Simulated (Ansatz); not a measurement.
# Au wire along [111], 19 atoms a period: bands by functional and under strain, part 3 of 3

What gap, if any, does the Au wire along [111], 19 atoms a period have, and how does it change with the functional and under strain?

Ansatz 0.2.0; DFT PBE, plane waves, PAW; relaxation of a wire's period (the session's first sound run).

So far. Step 6 (Levels at the same atoms, cutoff 500 eV, k-mesh 1×1×9): Bands cross the Fermi level, as under PBE at the relaxed period. Step 7 (Two-component spinors, k-mesh 1×1×8): Bands cross the Fermi level, as under PBE at the relaxed period, with no moment.

**8. At a strained period, period over the relaxed period 0.97, k-mesh 1×1×10**

This step: DFT PBE, plane waves, PAW; relaxation at a fixed period (Ansatz 0.2.0).

The period is set to 0.97 times the relaxed one and the atoms relax within it: strain changes bond lengths and angles, which shifts the bands against each other. Against the first PBE run of this kind, the mesh along the wire has 10 points against 12.

The cell differs from the one that the last finished run ended in (c 6.728 → 6.527 Å).

input.yaml reads:

```yaml
crystal:
  lattice:
    - [14.154, 0.0, 0.0]
    - [0.0, 13.593, 0.0]
    - [0.0, 0.0, 6.5265031572]
  atoms:
    - { symbol: Au, position: [0.337271056, 0.500009253, 0.0] }
    - { symbol: Au, position: [0.449392882, 0.691472883, 0.010669604] }
    - { symbol: Au, position: [0.245790781, 0.44001887, 0.337288143] }
    - { symbol: Au, position: [0.345777718, 0.626273019, 0.324053388] }
    - { symbol: Au, position: [0.44382044, 0.427582023, 0.333869416] }
    - { symbol: Au, position: [0.55503147, 0.253942742, 0.321004561] }
    - { symbol: Au, position: [0.554748149, 0.635163113, 0.339508928] }
    - { symbol: Au, position: [0.658707672, 0.437687281, 0.343436106] }
    - { symbol: Au, position: [0.245790781, 0.559999636, 0.662711857] }
    - { symbol: Au, position: [0.345777718, 0.373745487, 0.675946612] }
    - { symbol: Au, position: [0.44382044, 0.572436483, 0.666130584] }
    - { symbol: Au, position: [0.55503147, 0.746075764, 0.678995439] }
    - { symbol: Au, position: [0.554748149, 0.364855393, 0.660491072] }
    - { symbol: Au, position: [0.658707672, 0.562331225, 0.656563894] }
    - { symbol: Au, position: [0.449392882, 0.308545623, 0.989330396] }
    - { symbol: Au, position: [0.546836029, 0.500009253, 0.0] }
    - { symbol: Au, position: [0.655213369, 0.317531088, 0.99774812] }
    - { symbol: Au, position: [0.655213369, 0.682487418, 0.00225188] }
    - { symbol: Au, position: [0.746911486, 0.500009253, 0.0] }
kpoints:
  mp_grid: { grid: [1, 1, 10] }
  band_path: { path: ["Γ", Z], npoints: 50 }
scf:
  occupations: { method: fermi_dirac, width: 0.05 }
hamiltonian:
  xc: pbe
relax:
  max_steps: 40
  f_tol: 0.02
output:
  stress: true
```

Launch:

```bash
$ ansatz run input.yaml --threads 8 --pin off --max-ram 16384MiB --backend cpu --events-out ev --progress --plain --runs-dir out
```

Numbers of over 12 decimals in the logs are rounded to 6 here.

What it wrote:

```text
Warning: output.stress: scf.convergence.dr2_threshold = 1e-7 eV (the SCF's general default) is looser than the 1.9e-9 eV advised for a printed stress (1e-10 eV for each atom of the cell: 19). What an SCF threshold leaves in a stress goes as its square root, and in the free energy as the threshold itself, and one threshold admits the most on a small cell: [figures from the program's tests cut] Every solve of this run  [...]
[...]
Crystal: 19 atoms, lattice volume = 1255.669 Å³
Basis set: ecut = 420 eV, 24559 PW (Γ), exchange–correlation on 192×192×90 points (8 copies of the dense FFT grid, shifted against one another)
Bands: 217, of which v1, the nominal top of the filled ones, is band 181 counted from 1 (180 counted from 0)
Symmetry: 2 space group operations
[...]
k-points: 6 of 10
[...]
SCF iter   1: F=—  HF=-249826.121517 eV  |F-HF|=—  |Δ(HF+E_count)|=         —  Δρ=2.42e-3  dr2=2.14e-1  ethr=1.77e-3  ⟨swp⟩=7.8  Hψ=5188  notcnv=0  defer=108
[...]
SCF iter   6: F=-249826.155137 eV  HF=-249826.155138 eV  |F-HF|=3.40e-7  |Δ(HF+E_count)|=   1.33e-5  Δρ=1.90e-5  dr2=7.07e-6  ethr=2.77e-9  ⟨swp⟩=3.0  Hψ=4911  notcnv=0
SCF 1 converged in 6 iterations: F = -249826.155137 eV  dr2 = 7.07e-6
[...]
relax step   1: F+E_penalty+E_count = -249826.15513717 eV  Δ(F+E_penalty+E_count) = +0.000e0 eV  max|allowed force component| = 4.013e-1 eV/Å  Δτ_max = 0.0000 Å  (6 SCF iters, dr2 threshold 1.00e-5 eV, accepted)
[...]
SCF iter   7: F=-249825.976648 eV  HF=-249825.976648 eV  |F-HF|=6.55e-8  |Δ(HF+E_count)|=   3.93e-6  Δρ=6.97e-6  dr2=7.07e-7  ethr=2.79e-9  ⟨swp⟩=4.0  Hψ=4050  notcnv=0
SCF 2 converged in 7 iterations: F = -249825.976648 eV  dr2 = 7.07e-7
relax step   2: F+E_penalty+E_count = -249825.97664779 eV  Δ(F+E_penalty+E_count) = +1.785e-1 eV  max|allowed force component| = 5.222e-1 eV/Å  Δτ_max = 0.1801 Å  (7 SCF iters, dr2 threshold 1.01e-5 eV, rejected (line search))
SCF iter   1: F=—  HF=-249826.343301 eV  |F-HF|=—  |Δ(HF+E_count)|=         —  Δρ=3.91e-3  dr2=2.20e-1  ethr=5.74e-4  ⟨swp⟩=5.3  Hψ=3084  notcnv=0  defer=151
[...]
SCF iter   8: F=-249826.292537 eV  HF=-249826.292537 eV  |F-HF|=4.63e-9  |Δ(HF+E_count)|=   2.04e-7  Δρ=1.55e-6  dr2=4.03e-8  ethr=2.77e-11  ⟨swp⟩=5.0  Hψ=4734  notcnv=0
SCF 3 converged in 8 iterations: F = -249826.292537 eV  dr2 = 4.03e-8
relax step   3: F+E_penalty+E_count = -249826.29253667 eV  Δ(F+E_penalty+E_count) = -1.374e-1 eV  max|allowed force component| = 7.456e-2 eV/Å  Δτ_max = 0.0794 Å  (8 SCF iters, accepted)
SCF iter   1: F=—  HF=-249826.300518 eV  |F-HF|=—  |Δ(HF+E_count)|=         —  Δρ=1.06e-3  dr2=8.95e-3  ethr=3.48e-5  ⟨swp⟩=3.3  Hψ=2412  notcnv=0  defer=153
[...]
SCF iter   7: F=-249826.298082 eV  HF=-249826.298082 eV  |F-HF|=6.20e-9  |Δ(HF+E_count)|=   6.80e-8  Δρ=1.06e-6  dr2=1.60e-8  ethr=2.77e-11  ⟨swp⟩=5.0  Hψ=4560  notcnv=0
SCF 4 converged in 7 iterations: F = -249826.298082 eV  dr2 = 1.60e-8
relax step   4: F+E_penalty+E_count = -249826.29808193 eV  Δ(F+E_penalty+E_count) = -5.545e-3 eV  max|allowed force component| = 1.989e-2 eV/Å  Δτ_max = 0.0295 Å  (7 SCF iters, accepted)
[...]
the band table was solved once a step of the walk had ended and its energy, with any forces and stress, was formed, with the checks that follow a solve (6015 applications of the Hamiltonian). They found nothing against the state; the energy, forces and stress were not computed again (output.eigenvalues in the input reference)
[...]
SCF converged after 7 iterations
Free energy (F): -249826.298082 eV
[...]
Internal energy: -249826.235938 eV  (E = F + TS)
E sigma→0 (E₀):  -249826.267010 eV
Entropy (-TS):   -0.062144 eV (-3.271 meV/atom)
Fermi energy:    1.586434 eV
[...]
--- Forces (eV/Å), atoms counted from 1 ---
  atom   1  Au     0.01082219     0.00000000     0.00000000
  atom   2  Au     0.00667124     0.00169656    -0.00175299
  atom   3  Au    -0.00854131    -0.00278947     0.00010676
  atom   4  Au    -0.00095653    -0.00004375     0.00571699
  atom   5  Au     0.01283067     0.00162222     0.01988540
  atom   6  Au    -0.00973125    -0.00680807     0.01112552
  atom   7  Au    -0.00626457     0.00626038     0.01558126
  atom   8  Au     0.00357080     0.01080560    -0.00751312
  atom   9  Au    -0.00854131     0.00278947    -0.00010676
  atom  10  Au    -0.00095653     0.00004375    -0.00571699
  atom  11  Au     0.01283067    -0.00162222    -0.01988540
  atom  12  Au    -0.00973125     0.00680807    -0.01112552
  atom  13  Au    -0.00626457    -0.00626038    -0.01558126
  atom  14  Au     0.00357080    -0.01080560     0.00751312
  atom  15  Au     0.00667124    -0.00169656     0.00175299
  atom  16  Au     0.00675863    -0.00000000     0.00000000
  atom  17  Au    -0.01205308    -0.00088939     0.00402542
  atom  18  Au    -0.01205308     0.00088939    -0.00402542
  atom  19  Au     0.01137976    -0.00000000     0.00000000
  max |Σ_I F_I| component: 1.25e-5 eV/Å
--- Stress (GPa, compression-positive) ---
       -0.024480       0.000000       0.000000
        0.000000      -0.016522      -0.006923
        0.000000      -0.006923       0.683704
  P = ⅓ Tr σ = 0.2142 GPa (2.142 kbar)
--- Band table (eV; the first three rows and the last of 6) ---
  k-point 0: bands = [... 177 lower, 0.6784, 0.8630, 1.6940, 1.8533, 2.0998, 2.1812, 2.3536, 2.3920, ... 32 higher]
  k-point 1: bands = [... 177 lower, 0.5845, 1.2280, 1.4979, 1.6723, 1.8094, 2.0055, 2.5468, 2.5874, ... 32 higher]
  k-point 2: bands = [... 177 lower, 0.4771, 0.9770, 1.1111, 1.8047, 1.8946, 2.2216, 2.4694, 2.5942, ... 32 higher]
  k-point 5: bands = [... 177 lower, 0.5833, 0.7004, 1.0924, 1.3204, 1.5648, 1.5699, 2.7257, 2.7576, ... 32 higher]
--- Relaxed structure (4 steps of the walk, 3 accepted, 0 SCFs on fresh bases) ---
  F+E_penalty+E_count = -249826.29808193 eV   max|allowed force component| = 1.989e-2 eV/Å
  atoms:
    - { symbol: Au, position: [0.338127, 0.500009253, 1.4941137924354058e-19] }
    - { symbol: Au, position: [0.447711, 0.695498, 0.00520431] }
    - { symbol: Au, position: [0.243002, 0.437359, 0.336690] }
    - { symbol: Au, position: [0.340882, 0.630775, 0.321850] }
    - { symbol: Au, position: [0.443138, 0.427651, 0.336536] }
    - { symbol: Au, position: [0.557112, 0.249700, 0.325074] }
    - { symbol: Au, position: [0.553350, 0.635302, 0.334381] }
    - { symbol: Au, position: [0.660999, 0.433453, 0.347987] }
    - { symbol: Au, position: [0.243002, 0.562659, 0.663310] }
    - { symbol: Au, position: [0.340882, 0.369244, 0.678150] }
    - { symbol: Au, position: [0.443138, 0.572368, 0.663464] }
    - { symbol: Au, position: [0.557112, 0.750319, 0.674926] }
    - { symbol: Au, position: [0.553350, 0.364716, 0.665619] }
    - { symbol: Au, position: [0.660999, 0.566566, 0.652013] }
    - { symbol: Au, position: [0.447711, 0.304520, 0.994796] }
    - { symbol: Au, position: [0.548505, 0.500009253, 3.450808172564203e-19] }
    - { symbol: Au, position: [0.660235, 0.314759, 0.997505] }
    - { symbol: Au, position: [0.660235, 0.685259, 0.00249481] }
    - { symbol: Au, position: [0.748495, 0.500009253, 3.245276915119533e-19] }
```

Run time: 4.5 min. Hardware: 8 threads of Intel Xeon at 2.70GHz, shared host; peak memory 13 GiB.

Step by step:

```
step  energy less that of the first step (eV)  largest force component (eV/Å)
   1                                   0.0000                          0.4013
   2                                   0.1785                          0.5222
   3                                  -0.1374                          0.0746
   4                                  -0.1429                          0.0199
```

Relaxation step 2 was tried and not accepted.

The run keeps the 2 symmetry operations that it works with, so distortions that break them were not tested.

The atoms that moved most (Å):

```
atom      dx      dy      dz  length
 Au4  -0.069   0.061  -0.014   0.094
Au10  -0.069  -0.061   0.014   0.094
Au17   0.071  -0.038  -0.002   0.080
Au18   0.071   0.038   0.002   0.080
Au14   0.032   0.058  -0.030   0.072
 Au8   0.032  -0.058   0.030   0.072
Au12   0.029   0.058  -0.027   0.070
 Au6   0.029  -0.058   0.027   0.070
```

The relaxed structure:

```
Au
1.0
    14.15400    0.00000    0.00000
     0.00000   13.59300    0.00000
     0.00000    0.00000    6.52650
Au
19
Cartesian
  4.7859 6.7966 0.0000
  6.3369 9.4539 0.0340
  3.4394 5.9450 2.1974
  4.8248 8.5741 2.1006
  6.2722 5.8131 2.1964
  7.8854 3.3942 2.1216
  7.8321 8.6357 2.1823
  9.3558 5.8919 2.2711
  3.4394 7.6482 4.3291
  4.8248 5.0191 4.4259
  6.2722 7.7802 4.3301
  7.8854 10.1991 4.4049
  7.8321 4.9576 4.3442
  9.3558 7.7013 4.2554
  6.3369 4.1393 6.4925
  7.7635 6.7966 0.0000
  9.3450 4.2785 6.5102
  9.3450 9.3147 0.0163
  10.5942 6.7966 0.0000
```

This step gave:

```yaml
energy_at_zero_smearing: -249826.2670 eV
```

Electronic bands along the path, in eV, zero at the Fermi level; # counts the bands kept:

```
  point    #60    #61    #62    #63    #64    #65    #66   #67
      Γ  -1.03  -0.91  -0.72   0.11   0.27   0.51   0.59  0.77
halfway  -1.25  -1.17  -0.81  -0.55   0.19   0.30   0.80  0.90
      Z  -1.26  -1.00  -0.89  -0.49  -0.27  -0.02  -0.02  1.14
```

Bands cross the Fermi level, as under PBE at the relaxed period.

**9. At a strained period, period over the relaxed period 1.03, k-mesh 1×1×9**

The period is set to 1.03 times the relaxed one and the atoms relax within it: strain changes bond lengths and angles, which shifts the bands against each other. Against the first PBE run of this kind, the mesh along the wire has 9 points against 12.

The cell differs from the one that the last finished run ended in (c 6.527 → 6.930 Å).

Edit input.yaml of step 8 so:

```diff
@@ -4,3 +4,3 @@
     - [0.0, 13.593, 0.0]
-    - [0.0, 0.0, 6.5265031572]
+    - [0.0, 0.0, 6.9302043835]
   atoms:
@@ -26,3 +26,3 @@
 kpoints:
-  mp_grid: { grid: [1, 1, 10] }
+  mp_grid: { grid: [1, 1, 9] }
   band_path: { path: ["Γ", Z], npoints: 50 }
```

What it wrote:

```text
[...]
Crystal: 19 atoms, lattice volume = 1333.339 Å³
Basis set: ecut = 420 eV, 26073 PW (Γ), exchange–correlation on 192×192×96 points (8 copies of the dense FFT grid, shifted against one another)
Bands: 217, of which v1, the nominal top of the filled ones, is band 181 counted from 1 (180 counted from 0)
Symmetry: 2 space group operations
[...]
- { symbol: Au, position: [0.555248, 0.258100, 0.316678] }
    - { symbol: Au, position: [0.555928, 0.635800, 0.343164] }
    - { symbol: Au, position: [0.656324, 0.441916, 0.339761] }
[...]
- { symbol: Au, position: [0.544357, 0.500009, 0.0] }
    - { symbol: Au, position: [0.651347, 0.319510, 0.995553] }
    - { symbol: Au, position: [0.651347, 0.680509, 0.00444726] }
    - { symbol: Au, position: [0.743692, 0.500009, 0.0] }
[key lines of the parts left out:]
SCF converged after 7 iterations
Free energy (F): -249826.328722 eV
Fermi energy:    1.106640 eV
P = ⅓ Tr σ = -0.2202 GPa (-2.202 kbar)
```

Run time: 5 min. Hardware: 8 threads; peak memory 13 GiB.

Relaxation path:

```
step  energy less that of the first step (eV)  largest force component (eV/Å)
   1                                   0.0000                          0.3114
   2                                   0.1702                          0.5708
   3                                  -0.1095                          0.0483
   4                                  -0.1122                          0.0137
```

Relaxation step 2 was tried and not accepted.

The run keeps the 2 symmetry operations that it works with, so distortions that break them were not tested.

The atoms that moved most (Å):

```
atom      dx      dy      dz  length
Au10   0.073   0.043  -0.008   0.085
 Au4   0.073  -0.043   0.008   0.085
Au14  -0.034  -0.057   0.025   0.071
 Au8  -0.034   0.057  -0.025   0.071
 Au6   0.003   0.057  -0.030   0.064
Au12   0.003  -0.057   0.030   0.064
Au18  -0.055  -0.027   0.015   0.063
Au17  -0.055   0.027  -0.015   0.063
```

Final coordinates:

```xyz
19
Lattice="14.1540 0.0000 0.0000 0.0000 13.5930 0.0000 0.0000 0.0000 6.9302" Properties=species:S:1:pos:R:3
Au    4.7528    6.7966    0.0000
Au    6.3608    9.3521    0.0862
Au    3.5166    6.0250    2.3373
Au    4.9676    8.4703    2.2542
Au    6.2901    5.8124    2.3049
Au    7.8590    3.5083    2.1946
Au    7.8686    8.6424    2.3782
Au    9.2896    6.0070    2.3546
Au    3.5166    7.5682    4.5929
Au    4.9676    5.1230    4.6760
Au    6.2901    7.7809    4.6253
Au    7.8590   10.0849    4.7356
Au    7.8686    4.9508    4.5520
Au    9.2896    7.5863    4.5756
Au    6.3608    4.2412    6.8440
Au    7.7048    6.7966    0.0000
Au    9.2192    4.3431    6.8994
Au    9.2192    9.2502    0.0308
Au   10.5262    6.7966    0.0000
```

This step gave:

```
energy at zero smearing : -249826.3017 eV
```

Electronic bands along the path, in eV, zero at the Fermi level; # counts the bands kept:

```
  point    #62    #63    #64    #65   #66   #67   #68   #69
      Γ  -0.76  -0.71   0.19   0.36  0.37  0.55  0.59  0.75
halfway  -0.88  -0.85  -0.34   0.25  0.47  0.59  0.95  1.15
      Z  -0.89  -0.73  -0.36  -0.09  0.13  0.18  1.33  1.40
```

Bands cross the Fermi level, as under PBE at the relaxed period.

**10. The same system on other settings: hamiltonian.hubbard**

This step: DFT LDA, plane waves, PAW; bands of a perfect wire at the PBE geometry; changed: hamiltonian.hubbard = {"sites": [{"species": "Au", "l": "d", "u_eff": 3.0}], "double_counting": "amf"} (Ansatz 0.2.0).

The atoms of the band run (LDA) are kept and the input is varied, to see whether the result depends on it.

Edit input.yaml of step 9 so:

```diff
@@ -4,3 +4,3 @@
     - [0.0, 13.593, 0.0]
-    - [0.0, 0.0, 6.9302043835]
+    - [0.0, 0.0, 6.7283537703]
   atoms:
@@ -31,7 +31,3 @@
 hamiltonian:
-  xc: pbe
-relax:
-  max_steps: 40
-  f_tol: 0.02
-output:
-  stress: true
+  xc: lda
+  hubbard: { sites: [{ species: Au, l: d, u_eff: 3.0 }], double_counting: amf }
```

What it wrote:

```text
Au: projections on atomic orbitals take those of the free atom [Kr 4d10 4f14] 5s2 5p6 5d10 6s1, of charge +0.00 (hamiltonian.pseudopotentials.projection_atoms); the dataset's partial waves leave at most 9.9e-5 of an orbital's norm unspanned inside its sphere
[...]
Crystal: 19 atoms, lattice volume = 1294.504 Å³
Basis set: ecut = 420 eV, 25297 PW (Γ)
[...]
k-point 0: bands = [... 177 lower, 0.1285, 0.1825, 1.1465, 1.2823, 1.3813, 1.4662, 1.6285, 1.7003, ... 32 higher]
  k-point 1: bands = [... 177 lower, 0.0745, 0.5263, 0.7804, 0.9144, 1.2935, 1.4476, 1.9934, 2.0530, ... 32 higher]
  k-point 2: bands = [... 177 lower, -0.0831, 0.2341, 0.5091, 1.2389, 1.3092, 1.5289, 1.8844, 2.0109, ... 32 higher]
  k-point 4: bands = [... 177 lower, -0.0309, 0.1390, 0.5379, 0.8386, 0.8679, 1.2193, 2.1276, 2.1550, ... 32 higher]
Occupation matrices written to <dir>
[key lines of the parts left out:]
SCF converged after 9 iterations
Free energy (F): -244417.151794 eV
Fermi energy:    0.922285 eV
```

Wall time 4.3 min (8 threads); peak memory 13 GiB; 33 min of CPU time.

This step gave:

| Item | Value |
| --- | --- |
| energy at zero smearing | -244417.1223 eV |

It took 4.3 min against 3.5 min for the run it varies.

**11. The same system on other settings: hamiltonian.xc = "rpbe"**

This step: DFT RPBE, plane waves, PAW; bands of a perfect wire at the PBE geometry; changed: hamiltonian.xc = "rpbe" (Ansatz 0.2.0).

The atoms of the band run (LDA) are kept and the input is varied, to see whether the result depends on it.

Edit input.yaml of step 10 so:

```diff
@@ -31,3 +31,2 @@
 hamiltonian:
-  xc: lda
-  hubbard: { sites: [{ species: Au, l: d, u_eff: 3.0 }], double_counting: amf }
+  xc: rpbe
```

What it wrote:

```text
[...]
Crystal: 19 atoms, lattice volume = 1294.504 Å³
Basis set: ecut = 420 eV, 25297 PW (Γ)
Bands: 217, of which v1, the nominal top of the filled ones, is band 181 counted from 1 (180 counted from 0)
Symmetry: 2 space group operations
[...]
k-points: 5 of 9
[...]
--- Band table (eV; the first three rows and the last of 5) ---
  k-point 0: bands = [... 177 lower, 0.6530, 0.7170, 1.6993, 1.8362, 1.9297, 2.0169, 2.1793, 2.2464, ... 32 higher]
  k-point 1: bands = [... 177 lower, 0.5966, 1.0658, 1.3176, 1.4613, 1.8486, 1.9996, 2.5438, 2.6019, ... 32 higher]
  k-point 2: bands = [... 177 lower, 0.4503, 0.7559, 1.0439, 1.7857, 1.8656, 2.0935, 2.4414, 2.5689, ... 32 higher]
  k-point 4: bands = [... 177 lower, 0.4989, 0.6825, 1.0799, 1.3848, 1.4112, 1.7641, 2.6974, 2.7346, ... 32 higher]
[key lines of the parts left out:]
SCF converged after 8 iterations
Free energy (F): -250097.706193 eV
Fermi energy:    1.466310 eV
```

Wall time 3.5 min (8 threads); peak memory 14 GiB.

This step gave:

```yaml
energy_at_zero_smearing: -250097.6770 eV
```

It took 3.5 min against 3.5 min for the run it varies.

**12. The ladder**

**13. What came out**

```json
{
 "cell length, PBE": "6.728 Å",
 "gap, period scaled by 0.97": "none",
 "gap, period scaled by 1.03": "none",
 "ballistic conductance by band crossings, a lower bound, PBE": "6 G₀"
}
```

**Reading.** Under PBE the cell's length is 6.73 Å, and the bands cross the Fermi level 6 times between Γ and Z, which gives a perfect wire at least 6 G₀ (opposite crossings within one step of the path cancel in such a count).

[Logs are printed without paths, hosts, clocks, repeated set-up lines and the standing remarks that a program may print on its own settings, such as how far it seeks lower states.]

[Hosts, paths, dates, database ids (printed as entryN), source tags and the programs' standing remarks are cut or masked in the printed files.]
